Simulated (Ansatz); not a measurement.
# The false plateau in GW convergence: CeO2 (Fm-3m)

Aim: vary empty bands and screening cutoff apart and together in G0W0 on CeO2 (Fm-3m).

Main program and level: Ansatz 0.2.0; G0W0 on PBE, plane waves, PAW; PAW set soft_1.

Report form: the programs' logs are mostly left out.

In doubt: the elements are of a kind flagged for part-filled d or f shells, though by formal charges that shell is empty here, so the flag may not apply.

### 1. The structure

It takes space group Fm-3m (No. 225, cubic). The conventional cell has a = 5.407 Å, b = 5.407 Å, c = 5.407 Å, α = 90.00°, β = 90.00°, γ = 90.00°. Nearest to Ce lie 8 O at 2.34 Å. Nearest to O lie 4 Ce at 2.34 Å. Farther neighbours and most contacts between anions are not listed.

The cell and positions come from the Crystallography Open Database and are kept as given unless a step says otherwise. Spin-orbit coupling is left out unless a step names it.

### 2. 31 empty bands, screening to 50 eV

Now the one-shot GW correction: screening in the RPA, then the self-energy of the levels asked for. This step takes PAW set soft_1 files.

input.yaml

```yaml
crystal:
  lattice:
    - [0.0, 2.70365, 2.70365]
    - [2.70365, 0.0, 2.70365]
    - [2.70365, 2.70365, 0.0]
  atoms:
    - { symbol: Ce, position: [0.0, 0.0, 0.0] }
    - { symbol: O, position: [0.25, 0.25, 0.25] }
    - { symbol: O, position: [0.75, 0.75, 0.75] }
kpoints:
  mp_grid: { grid: [6, 6, 6] }
hamiltonian:
  xc: pbe
  pseudopotentials: { kind: paw, azcp: { folder: soft_1 } }
scf:
  occupations: { method: fixed }
gw:
  n_empty_bands: 31
  ecut_chi: 50
  qp_bands: [v2, c2]
  qp_kpoints: band_edges
  screening: { model: contour_deformation }
```

Launch:

```bash
$ ansatz run input.yaml --threads 3 --pin off --max-ram 92160MiB --backend cuda --events-out ev --progress --plain --runs-dir out --devices 1 --max-vram 13GiB
```

The job ended after 14 s (1 × NVIDIA H100 80GB HBM3 (shared by 6 runs) with 3 threads of AMD EPYC 7R13 (Zen 3), shared host; peak memory 0.99 GiB; 18 s of CPU time).

This step gave:

| Item | Value |
| --- | --- |
| bands summed | 43 |
| RPA ε∞ on this mesh (eigenvalues) | 7.656, 7.656, 7.656 |
| plane waves in the screening matrix | 27 |
| q-points in the mesh | 216 |
| G0W0 gap on the mesh | 4.075 eV |
| k of the valence top | 0, 0.1667, -0.1667 |
| k of the conduction bottom | 0, 0, -0.5 |
| starting gap on the mesh | 2.082 eV |
| Z at the valence top | 0.6946 |
| Z at the conduction bottom | 0.5990 |
| least direct G0W0 gap on the computed points | 4.196 eV |

The gap on the mesh goes from 2.08 eV to 4.07 eV, a correction of +1.99 eV, though a band edge has moved to another state. The program marks an edge row as in doubt.

### 3. 164 empty bands, screening to 50 eV

input.yaml, as its differences from that of step 2:

```diff
@@ -17,3 +17,3 @@
 gw:
-  n_empty_bands: 31
+  n_empty_bands: 164
   ecut_chi: 50
```

Wall time 21 s (1 × NVIDIA H100 80GB HBM3 (shared by 6 runs) with 3 threads); peak memory 1.1 GiB; 29 s of CPU time.

Numbers from this step:

```
bands summed                                 : 176
RPA ε∞ on this mesh (eigenvalues)            : 7.671, 7.671, 7.671
plane waves in the screening matrix          : 27
G0W0 gap on the mesh                         : 4.244 eV
k of the valence top                         : 0, 0.1667, -0.1667
k of the conduction bottom                   : 0, 0, -0.5
starting gap on the mesh                     : 2.082 eV
least direct G0W0 gap on the computed points : 4.365 eV
```

Against the run with 6×6×6 mesh, 31 empty bands, screening to 50 eV, PAW set soft_1 files, the gap moves by +0.17 eV.

### 4. 89 empty bands, screening to 100 eV

Another rung: the empty bands reach about as high as the screening cutoff, so the two stay in balance.

input.yaml, as its differences from that of step 3:

```diff
@@ -17,4 +17,4 @@
 gw:
-  n_empty_bands: 164
-  ecut_chi: 50
+  n_empty_bands: 89
+  ecut_chi: 100
   qp_bands: [v2, c2]
```

The job ended after 16 s (1 × NVIDIA H100 80GB HBM3 (shared by 6 runs) with 3 threads; peak memory 1 GiB).

The G0W0 gap on the mesh is 3.811 eV.

### 5. 466 empty bands, screening to 100 eV

input.yaml, as its differences from that of step 4:

```diff
@@ -17,3 +17,3 @@
 gw:
-  n_empty_bands: 89
+  n_empty_bands: 466
   ecut_chi: 100
```

The job ended after 44 s (1 × NVIDIA H100 80GB HBM3 (shared by 6 runs) with 3 threads; peak memory 1.4 GiB).

The G0W0 gap on the mesh is 3.932 eV.

### 6. 31 empty bands, screening to 150 eV

input.yaml, as its differences from that of step 5:

```diff
@@ -17,4 +17,4 @@
 gw:
-  n_empty_bands: 466
-  ecut_chi: 100
+  n_empty_bands: 31
+  ecut_chi: 150
   qp_bands: [v2, c2]
```

It took 12 s on 1 × NVIDIA H100 80GB HBM3 (shared by 6 runs) with 3 threads; peak memory 1 GiB; 17 s of CPU time.

The G0W0 gap on the mesh is 3.413 eV.

### 7. 164 empty bands, screening to 150 eV

input.yaml, as its differences from that of step 6:

```diff
@@ -17,3 +17,3 @@
 gw:
-  n_empty_bands: 31
+  n_empty_bands: 164
   ecut_chi: 150
```

Run time: 22 s. Hardware: 1 × NVIDIA H100 80GB HBM3 (shared by 6 runs) with 3 threads; peak memory 1.1 GiB; 35 s of CPU time.

The G0W0 gap on the mesh is 3.858 eV.

### 8. 292 empty bands, screening to 220 eV

input.yaml, as its differences from that of step 7:

```diff
@@ -17,4 +17,4 @@
 gw:
-  n_empty_bands: 164
-  ecut_chi: 150
+  n_empty_bands: 292
+  ecut_chi: 220
   qp_bands: [v2, c2]
```

Run time: 30 s. Hardware: 1 × NVIDIA H100 80GB HBM3 (shared by 6 runs) with 3 threads; peak memory 1.3 GiB; 45 s of CPU time.

The G0W0 gap on the mesh is 3.900 eV.

### 9. 89 empty bands, screening to 300 eV

input.yaml, as its differences from that of step 8:

```diff
@@ -17,4 +17,4 @@
 gw:
-  n_empty_bands: 292
-  ecut_chi: 220
+  n_empty_bands: 89
+  ecut_chi: 300
   qp_bands: [v2, c2]
```

The job ended after 13 s (1 × NVIDIA H100 80GB HBM3 (shared by 6 runs) with 3 threads; peak memory 1.5 GiB).

The G0W0 gap on the mesh is 3.656 eV.

### 10. 466 empty bands, screening to 300 eV

input.yaml, as its differences from that of step 9:

```diff
@@ -17,3 +17,3 @@
 gw:
-  n_empty_bands: 89
+  n_empty_bands: 466
   ecut_chi: 300
```

It took 21 s on 1 × NVIDIA H100 80GB HBM3 (shared by 6 runs) with 3 threads; peak memory 1.7 GiB; 33 s of CPU time.

The G0W0 gap on the mesh is 3.930 eV.

### 11. The grid

Start PBE, 6×6×6 mesh. Times are wall times on 1 × NVIDIA H100 80GB HBM3 (shared by 6 runs) with 3 threads of AMD EPYC 7R13 (Zen 3), shared host, good to a factor of about two.

```csv
cutoff (eV),plane waves at q = 0,bands summed,gap (eV),Σc valence (eV),Σc conduction (eV),time
50,27,43,4.075,3.81,-10.86,14 s
50,27,176,4.244,3.53,-10.96,21 s
100,89,101,3.811,3.47,-11.46,16 s
100,89,478,3.932,3.30,-11.51,44 s
150,169,43,3.413,4.34,-11.49,12 s
150,169,176,3.858,3.27,-11.62,22 s
220,283,304,3.900,3.11,-11.73,30 s
300,459,101,3.656,3.42,-11.66,13 s
300,459,478,3.930,3.03,-11.78,21 s
```

### 12. Summary of results

| Property | Result |
| --- | --- |
| 43 bands, 50 eV | 4.075 eV |
| 176 bands, 50 eV | 4.244 eV |
| 101 bands, 100 eV | 3.811 eV |
| 478 bands, 100 eV | 3.932 eV |
| 43 bands, 150 eV | 3.413 eV |
| 176 bands, 150 eV | 3.858 eV |
| 304 bands, 220 eV | 3.900 eV |
| 101 bands, 300 eV | 3.656 eV |
| 478 bands, 300 eV | 3.930 eV |
| mesh and start | 6×6×6, PBE |

What this shows: At 50 eV, going from 43 to 176 bands moves the gap by +0.17 eV. At 100 eV, going from 101 to 478 bands moves the gap by +0.12 eV. At 150 eV, going from 43 to 176 bands moves the gap by +0.44 eV. At 300 eV, going from 101 to 478 bands moves the gap by +0.27 eV. At 43 bands, raising the cutoff from 50 to 150 eV moves it by −0.66 eV. At 176 bands, raising the cutoff from 50 to 150 eV moves it by −0.39 eV. At 101 bands, raising the cutoff from 100 to 300 eV moves it by −0.16 eV. At 478 bands, raising the cutoff from 100 to 300 eV moves it by −0.001 eV. The 6×6×6 mesh misses a band edge: on 8×8×8 the PBE gap is 1.97 eV, so these values are not the fundamental gap, which lies some 0.11 eV lower. A low cutoff hides what high bands add, so a band series at one cutoff can look settled before the gap is. Empty 4f levels lie among the conduction bands. Their place in the start is unsure; it enters the screening, and the edge itself where they lie low. The runs have no spin polarisation. For a closed low-spin shell that is the natural state; where a d or f shell is open it is a constraint, and the gap is then not the crystal's own. The compound holds f electrons or empty f levels, where one-shot G0W0 is unsure. The many-body steps are scalar-relativistic: spin-orbit coupling is not in them. The program marks a band-edge row as in doubt, so the gap is less sure than its digits.

[Paths, hosts, dates, memory and timing lines, banners, echoed tables and standing remarks are left out of the program output.]

[Logs are printed without paths, hosts, clocks, repeated set-up lines and the standing remarks that a program may print on its own settings, such as how far it seeks lower states.]

[Runs of the session that timed out or met a known fault of the program may be left out.]

[Cells called generated may have been cut or substituted from an entry of the Crystallography Open Database or the Materials Project.]

[Hosts, paths, dates, database ids (printed as entryN), source tags and the programs' standing remarks are cut or masked in the printed files.]
